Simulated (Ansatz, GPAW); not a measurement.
# Work function of a 11-layer slab of Ir(110) at several levels, part 4 of 4

How far do functional and basis move the work function of a 11-layer slab of Ir(110)?

GPAW 26.7.0 and Ansatz 0.2.0; Ansatz plane waves; slab in vacuum with a dipole correction, relaxation (the session's first sound run).

So far, upper work function (eV): step 2 (relaxation, PBE) 4.93; step 6 (self-consistent run: xc = "RPBE") 4.76; step 7 (OptPBE vdW: xc = "optPBE-vdW", GPAW, PAW setups, GPAW) 5.11; step 8 (self-consistent run: xc = "LDA") 5.28; step 9 (real-space grid: mode = "fd", PBE, GPAW) 4.92.

### 11. A second plane-wave code

A second program with its own datasets checks the number independently.

This step: Ansatz plane waves; slab in vacuum with a dipole correction (Ansatz 0.2.0).

input.yaml

```yaml
crystal:
  lattice:
    - [3.84, 0.0, 0.0]
    - [0.0, 2.7152900398, 0.0]
    - [0.0, 0.0, 31.5764501988]
  atoms:
    - { symbol: Ir, position: [0.0, 0.0, 0.2850225387] }
    - { symbol: Ir, position: [0.5, 0.5, 0.328018031] }
    - { symbol: Ir, position: [0.0, 0.0, 0.3710135232] }
    - { symbol: Ir, position: [0.5, 0.5, 0.4140090155] }
    - { symbol: Ir, position: [0.0, 0.0, 0.4570045077] }
    - { symbol: Ir, position: [0.5, 0.5, 0.5008306339] }
    - { symbol: Ir, position: [0.0, 0.0, 0.5450244625] }
    - { symbol: Ir, position: [0.5, 0.5, 0.5873935219] }
    - { symbol: Ir, position: [0.0, 0.0, 0.6309654932] }
    - { symbol: Ir, position: [0.5, 0.5, 0.6767928035] }
    - { symbol: Ir, position: [0.0, 0.0, 0.7145700754] }
kpoints:
  mp_grid: { grid: [8, 12, 1] }
hamiltonian:
  xc: pbe
scf:
  occupations: { method: fermi_dirac, width: 0.1 }
efield:
  axis: 3
  dipole_correction: true
  ramp_width: 0.05
output:
  forces: true
  write_potential: true
  write_density: true
  volumetric_format: npy
  elf: true
```

Command:

```bash
$ ansatz run input.yaml --threads 4 --pin off --max-ram 8192MiB --backend cpu --events-out ev --progress --plain --runs-dir out
```

Numbers of over 12 decimals in the logs are rounded to 6 here.

Log:

```text
[...]
Crystal: 11 atoms, lattice volume = 329.239 Å³
Basis set: ecut = 420 eV, 6465 PW (Γ), exchange–correlation on 54×40×432 points (8 copies of the dense FFT grid, shifted against one another)
Bands: 113, of which v1, the nominal top of the filled ones, is band 94 counted from 1 (93 counted from 0)
Symmetry: 4 space group operations
[...]
k-points: 35 of 96
[...]
SCF iter   1: F=—  HF=-131284.818546 eV  |F-HF|=—  |Δ(HF+E_count)|=         —  Δρ=1.21e-2  dr2=1.09e1  ethr=1.77e-3  p=-0.008 e·Å  D=-4.66e-3 V/Å  ΔV_dip=0.15 eV  dr2_dipole=1.82e0  V_vac-E_F(+/−)=4.78/4.63 eV  ⟨swp⟩=7.2  Hψ=16075  notcnv=0  defer=39
[...]
SCF iter   9: F=-131284.720228 eV  HF=-131284.720228 eV  |F-HF|=9.90e-9  |Δ(HF+E_count)|=   2.26e-8  Δρ=2.28e-6  dr2=4.68e-8  ethr=5.35e-11  p=0.005 e·Å  D=2.86e-3 V/Å  ΔV_dip=-0.09 eV  dr2_dipole=1.51e-9  V_vac-E_F(+/−)=4.93/5.02 eV  ⟨swp⟩=21.8  Hψ=33747  notcnv=0
SCF 1 converged in 9 iterations: F = -131284.720228 eV  dr2 = 4.68e-8
[...]
SCF converged after 9 iterations
Free energy (F): -131284.720228 eV
[...]
Internal energy: -131284.303663 eV  (E = F + TS)
E sigma→0 (E₀):  -131284.511945 eV
Entropy (-TS):   -0.416565 eV (-37.870 meV/atom)
Fermi energy:    9.547766 eV
Dipole field:    D = 0.002901 V/Å  (p = 0.005279 e·Å, saw-weighted, corrected)
Work function:   Φ+ = 4.9252 eV   Φ− = 5.0168 eV
[...]
--- Forces (eV/Å), atoms counted from 1 ---
  atom   1  Ir     0.00000000     0.00000000     1.22682296
  atom   2  Ir    -0.00000000     0.00000000    -1.21909842
  atom   3  Ir    -0.00000000     0.00000000    -0.44445085
  atom   4  Ir     0.00000000     0.00000000     0.49315958
  atom   5  Ir    -0.00000000    -0.00000000    -0.04679234
  atom   6  Ir     0.00000000    -0.00000000     0.00430391
  atom   7  Ir    -0.00000000    -0.00000000    -0.01062045
  atom   8  Ir     0.00000000     0.00000000     0.00317207
  atom   9  Ir    -0.00000000     0.00000000    -0.01059527
  atom  10  Ir     0.00000000    -0.00000000     0.00660498
  atom  11  Ir    -0.00000000     0.00000000    -0.00249404
  max |Σ_I F_I| component: 1.21e-5 eV/Å
--- Band table (eV; the first three rows and the last of 35) ---
  k-point 0: bands = [... 90 lower, 8.5657, 8.7254, 8.8444, 8.9473, 9.2391, 9.3172, 9.7016, 9.9396, ... 15 higher]
  k-point 1: bands = [... 90 lower, 8.5929, 8.7234, 8.8451, 8.9514, 9.2987, 9.4703, 9.6739, 9.8285, ... 15 higher]
  k-point 2: bands = [... 90 lower, 8.6954, 8.8538, 8.9423, 9.0004, 9.2373, 9.4081, 9.4177, 9.6325, ... 15 higher]
  k-point 34: bands = [... 90 lower, 10.2719, 10.2801, 10.2894, 10.3048, 10.4115, 10.4619, 10.4817, 10.5201, ... 15 higher]
```

Elapsed: 99 s, on 4 threads of Arm Neoverse N1, shared host; peak memory 1.5 GiB; 6.5 min of CPU time.

This step gave:

```yaml
upper_work_function: 4.925 eV
lower_work_function: 5.017 eV
dipole_along_the_normal: 0.005279 e·Å
dipole_field: 0.002901 V/Å
vacuum_level_below: 14.56 eV
```

The electrostatic potential energy of an electron (with the applied field's), less the Fermi level, planar mean oscillates, so the rows of the table below give means over windows of 1.32 Å about each position, cut where the curve ends. Its maxima inside the range that stand out by 2 % of the span (Å: eV): 9.6: -11.4, 11.1: -12.1, 12.4: -12.1, 13.7: -12.1, 15.1: -11.6, 16.5: -11.3, 17.8: -12.5, 19.3: -11.7, 20.6: -10.3. Its minima: 9.1: -13.8, 10.4: -15.0, 11.7: -15.1, 13.0: -15.0, 14.5: -15.0, 15.8: -14.9, 17.3: -15.0, 18.6: -15.0, 19.9: -14.7, 21.5: -15.5.

Table of electrostatic potential energy of an electron (with the applied field's), less the Fermi level, planar mean by z; means over each step:

```
z (Å)  electrostatic potential energy of an electron (with the applied field's), less the Fermi level, planar mean (eV)
 0.66                                                                                                              5.00
 1.98                                                                                                              5.02
 3.30                                                                                                              5.02
 4.62                                                                                                              5.02
 5.94                                                                                                              4.99
 7.26                                                                                                              4.26
 8.58                                                                                                             -7.50
 9.90                                                                                                             -13.1
11.22                                                                                                             -13.5
12.54                                                                                                             -13.5
13.86                                                                                                             -13.5
15.18                                                                                                             -13.1
16.50                                                                                                             -13.0
17.82                                                                                                             -13.7
19.14                                                                                                             -13.2
20.46                                                                                                             -12.4
21.78                                                                                                             -15.0
23.10                                                                                                             -6.38
24.42                                                                                                              4.38
25.74                                                                                                              4.91
27.06                                                                                                              4.93
28.38                                                                                                              4.93
29.70                                                                                                              4.93
31.02                                                                                                              4.94
```

The valence density, planar mean oscillates, so the rows of the table below give means over windows of 1 Å about each position, cut where the curve ends. Its maxima inside the range that stand out by 2 % of the span (Å: e/Å³): 9.1: 1.41, 10.4: 1.47, 11.7: 1.47, 13.0: 1.46, 14.5: 1.46, 15.8: 1.46, 17.3: 1.47, 18.6: 1.47, 19.9: 1.45, 21.3: 1.49, 22.5: 1.45. Its minima: 9.6: 0.893, 11.0: 0.901, 12.4: 0.884, 13.7: 0.881, 15.1: 0.861, 16.5: 0.827, 17.8: 0.919, 19.3: 0.868, 20.6: 0.765, 21.9: 1.16.

The valence density, planar mean by z; means over each step:

```
z (Å)  valence density, planar mean (e/Å³)
    5                               6.3e-5
    6                               8.6e-4
    7                               0.0122
    8                                0.236
    9                                 1.22
   10                                 1.19
   11                                 1.12
   12                                 1.22
   13                                 1.28
   14                                 1.16
   15                                 1.10
   16                                 1.24
   17                                 1.23
   18                                 1.15
   19                                 1.14
   20                                 1.26
   21                                 1.14
   22                                 1.31
   23                                0.869
   24                               0.0601
   25                              0.00373
   26                               2.6e-4
   27                               1.9e-5
```

Force by atom:

```
atom  x (eV/Å)  y (eV/Å)  z (eV/Å)  size
 Ir1      0.00      0.00      1.23  1.23
 Ir2      0.00      0.00     -1.22  1.22
 Ir3      0.00      0.00     -0.44  0.44
 Ir4      0.00      0.00      0.49  0.49
 Ir5      0.00      0.00     -0.05  0.05
 Ir6      0.00      0.00      0.00  0.00
 Ir7      0.00      0.00     -0.01  0.01
 Ir8      0.00      0.00      0.00  0.00
 Ir9      0.00      0.00     -0.01  0.01
Ir10      0.00      0.00      0.01  0.01
Ir11      0.00      0.00      0.00  0.00
```

Electrostatic potential energy in the ca plane at fractional y = 0.000, with atoms of Ir within 0.2 Å of it. With pseudopotentials it is smooth inside the atoms' cores, unlike the true potential.

Ten even steps from '0' (-62 eV) to '9' (15 eV), each cell a mean:
```
00168851003897300158851003787200269999999999
33589974346898643579985346898633589999999999
88899998888999888899998888999888899999999999
99999999999999999999999999999999999999999999
99999999999989999999999999989999999999999999
99999999999999999999999999999999999999999999
99999999999999999999999999999999999999999999
66789987568999865789987668998766799999999999
11378862125898511368863114897411379999999999
00158840003787300058850002786200169999999999
```
Columns run along c (16.0 Å, from fractional 0.37 to 0.87 of the cell; values clipped at the 3rd and 97th percentile), rows up along a (3.8 Å). Atoms in or near the plane, at fractional coordinates: Ir at (0.37, 0.00), Ir at (0.46, 0.00), Ir at (0.55, 0.00), Ir at (0.63, 0.00), Ir at (0.71, 0.00).

ELF in the ca plane at fractional y = 0.000, with atoms of Ir within 0.2 Å of it. It is the smooth field of the valence electrons, not physical close to the nuclei.

Values, 6 rows by 16 columns, each cell a mean:
```
0.61 0.33 0.45 0.55 0.28 0.53 0.48 0.32 0.60 0.38 0.44 0.60 0.23 0.05 0.01 0.00
0.32 0.30 0.30 0.31 0.31 0.31 0.30 0.30 0.32 0.29 0.31 0.31 0.16 0.04 0.00 0.00
0.19 0.32 0.26 0.21 0.33 0.22 0.25 0.33 0.19 0.28 0.31 0.22 0.10 0.02 0.00 0.00
0.21 0.31 0.27 0.23 0.32 0.24 0.26 0.32 0.21 0.29 0.31 0.23 0.11 0.02 0.00 0.00
0.42 0.29 0.33 0.38 0.29 0.37 0.34 0.29 0.42 0.30 0.33 0.41 0.19 0.05 0.00 0.00
0.58 0.36 0.49 0.55 0.29 0.53 0.50 0.34 0.57 0.42 0.47 0.58 0.25 0.06 0.01 0.00
```
Columns run along c (16.0 Å, from fractional 0.37 to 0.87 of the cell), rows up along a (3.8 Å). Atoms in or near the plane, at fractional coordinates: Ir at (0.37, 0.00), Ir at (0.46, 0.00), Ir at (0.55, 0.00), Ir at (0.63, 0.00), Ir at (0.71, 0.00).

Valence density in the ca plane at fractional y = 0.000, with atoms of Ir within 0.2 Å of it. It is the smooth field of the valence electrons, not physical close to the nuclei.

Values in e/Å³, 6 rows by 16 columns, each cell a mean:
```
5.9 0.9 2.9 4.7 0.5 4.3 3.4 0.7 5.8 1.7 2.2 5.5 0.4 0.0 0.0 0.0
0.8 0.4 0.5 0.7 0.3 0.7 0.6 0.4 0.8 0.4 0.5 0.7 0.1 0.0 0.0 0.0
0.2 0.4 0.3 0.2 0.4 0.2 0.3 0.4 0.2 0.3 0.4 0.1 0.0 0.0 0.0 0.0
0.3 0.4 0.3 0.3 0.4 0.3 0.3 0.4 0.3 0.3 0.4 0.2 0.0 0.0 0.0 0.0
1.8 0.4 0.9 1.4 0.3 1.3 1.1 0.4 1.7 0.6 0.8 1.6 0.1 0.0 0.0 0.0
7.4 1.1 3.8 6.0 0.5 5.5 4.3 0.9 7.2 2.2 2.8 6.9 0.5 0.0 0.0 0.0
```
Columns run along c (16.0 Å, from fractional 0.37 to 0.87 of the cell), rows up along a (3.8 Å). Atoms in or near the plane, at fractional coordinates: Ir at (0.37, 0.00), Ir at (0.46, 0.00), Ir at (0.55, 0.00), Ir at (0.63, 0.00), Ir at (0.71, 0.00).

The upper face's work function is 4.925 eV, against 4.918 eV in the first plane-wave PBE run at this geometry.

### 12. Side by side

Results and costs are gathered.

This step: comparison of work functions, dipole and cost (GPAW 26.7.0).

Ladder, by row:

```
      step    code  work function, upper (eV)  work function, lower (eV)  dipole (e Å)  wall time (s)  peak memory (GiB)  threads
        pw    GPAW                      4.918                      5.008      0.005232           3786               0.72        1
   vdW-DF2    GPAW                       5.27                      5.362       0.00541           5706                0.9        1
    revPBE    GPAW                      4.778                      4.866      0.005151           3615               0.72        1
      RPBE    GPAW                      4.761                      4.849      0.005135           4204               0.72        1
optPBE-vdW    GPAW                      5.114                      5.201      0.005093           3763                0.9        1
       LDA    GPAW                      5.277                      5.366      0.005164           4917               0.72        1
        fd    GPAW                      4.918                      5.007       0.00512          21911                5.2        1
    ansatz  Ansatz                      4.925                      5.017      0.005279          98.99              1.516        4
```

### 13. A changed run

One more run, with changed settings.

This step: GPAW, PAW setups; slab in vacuum (GPAW 26.7.0).

run.py

```python
import json
import numpy as np
from ase import Atoms
from gpaw import GPAW, PW

slab = Atoms(
    ['Ir', 'Ir', 'Ir', 'Ir', 'Ir', 'Ir', 'Ir', 'Ir', 'Ir', 'Ir', 'Ir'],
    positions=[
        [0.00000, 0.00000, 9.00000],
        [1.92000, 1.35765, 10.35765],
        [0.00000, 0.00000, 11.71529],
        [1.92000, 1.35765, 13.07294],
        [0.00000, 0.00000, 14.43058],
        [1.92000, 1.35765, 15.81445],
        [0.00000, 0.00000, 17.20994],
        [1.92000, 1.35765, 18.54780],
        [0.00000, 0.00000, 19.92365],
        [1.92000, 1.35765, 21.37071],
        [-0.00000, -0.00000, 22.56359]],
    cell=[[3.84, 0.0, 0.0], [0.0, 2.71529, 0.0], [0.0, 0.0, 31.57645]],
    pbc=[True, True, False])

slab.calc = GPAW(mode=PW(400), xc='PBE', kpts={'size': (8, 12, 1), 'gamma': True},
                 occupations={'name': 'fermi-dirac', 'width': 0.1}, nbands='160%',
                 convergence={'density': 1e-05}, maxiter=50,
                 poissonsolver={'dipolelayer': 'xy'},
                 symmetry={'tolerance': 1e-3}, txt='slab.txt')
result = {}
energy = slab.get_potential_energy()
fermi = slab.calc.get_fermi_level()
v = slab.calc.get_electrostatic_potential().mean((0, 1)) - fermi
n = slab.calc.get_pseudo_density().mean((0, 1))
L = slab.cell[2, 2]
z = np.arange(len(v)) * L / len(v)
low, high = slab.positions[:, 2].min(), slab.positions[:, 2].max()
below, above = np.interp([low - 1.0, high + 1.0], z, v)
slopes = [np.interp(x, z, np.gradient(v, z)) for x in (low - 1.0, high + 1.0)]
eps = np.array([[slab.calc.get_eigenvalues(k, s) for k in range(len(slab.calc.get_ibz_k_points()))]
                for s in range(slab.calc.get_number_of_spins())]) - fermi
top, bottom = eps[eps < 0].max(), eps[eps > 0].min()
dipole = slab.get_dipole_moment()[2]
print(f'energy {energy:.4f} eV, Fermi level {fermi:.4f} eV, dipole {dipole:.5f} e A')
print(f'potential 1.0 A off the faces, from the Fermi level: lower {below:.4f} eV, upper {above:.4f} eV')
print(f'slope of the potential there: lower {slopes[0]:.5f}, upper {slopes[1]:.5f} eV/A')
print(f'nearest levels on the mesh: {top:.4f} and {bottom:.4f} eV')
print('magnetic moment', round(slab.get_magnetic_moment(), 3))
result.update(energy=energy, fermi=fermi, dipole=dipole, below=below, above=above, slopes=slopes, edges=[top, bottom],
              z=z.tolist(), v=v.tolist(), n=n.tolist(), positions=slab.positions.tolist(),
              forces=slab.get_forces(apply_constraint=False).tolist(), moments=slab.get_magnetic_moments().tolist())
json.dump(result, open('result.json', 'w'))
```

Command:

```bash
$ OMP_NUM_THREADS=1 OPENBLAS_NUM_THREADS=1 python run.py
```

Log:

```text
energy -98.9959 eV, Fermi level 4.4002 eV, dipole 0.00523 e A
potential 1.0 A off the faces, from the Fermi level: lower 1.6440 eV, upper 1.5691 eV
slope of the potential there: lower -9.32508, upper 9.37516 eV/A
nearest levels on the mesh: -0.0178 and 0.0020 eV
magnetic moment 0.0
```

Elapsed: 65 min, on 1 thread; peak memory 0.72 GiB.

The run finished. A setting was moved off its sound value on purpose, so it serves as a test and not as the result.

The fault put into the input: the potential probed 1 A off the face (probe = 1.0).

### 14. Results

| Quantity | Value |
| --- | --- |
| work function, upper and lower face | 4.918 and 5.008 eV |
| dipole along the normal | 0.00523 e Å |

With plane waves and PBE the work function is 4.92 eV on the upper face and 5.01 eV on the lower. The two faces differ by 0.090 eV, the step that the slab's dipole makes (e p/(ε0 A) gives 0.091 eV), so the dipole layer is needed. The lowest atoms were held at bulk positions, which alone makes the faces unlike. The measured value for this face is 5.42 eV (as compiled in "Anisotropic work function of elemental crystals", 2019, arxiv:1902.07811); the relaxed upper face lies 0.50 eV under it with PBE, and LDA comes nearest (5.28 eV). Measured work functions scatter by a tenth of an eV or more between methods. The clean face reconstructs (W and Mo (100) only when cold), while this slab is an unreconstructed 1×1 cell, so the two are not the same surface. Over the sound runs of the table the upper face's work function spans 4.761 (RPBE) to 5.277 eV (LDA). The two plane-wave codes differ by 0.0072 eV on the upper face. The in-plane lattice was kept as typed, which isn't the functional's own and leaves some strain; spin-orbit coupling and temperature are left out.

[Logs are printed without paths, hosts, clocks, repeated set-up lines and the standing remarks that a program may print on its own settings, such as how far it seeks lower states.]

[Hosts, paths, dates, database ids (printed as entryN), source tags and the programs' standing remarks are cut or masked in the printed files.]
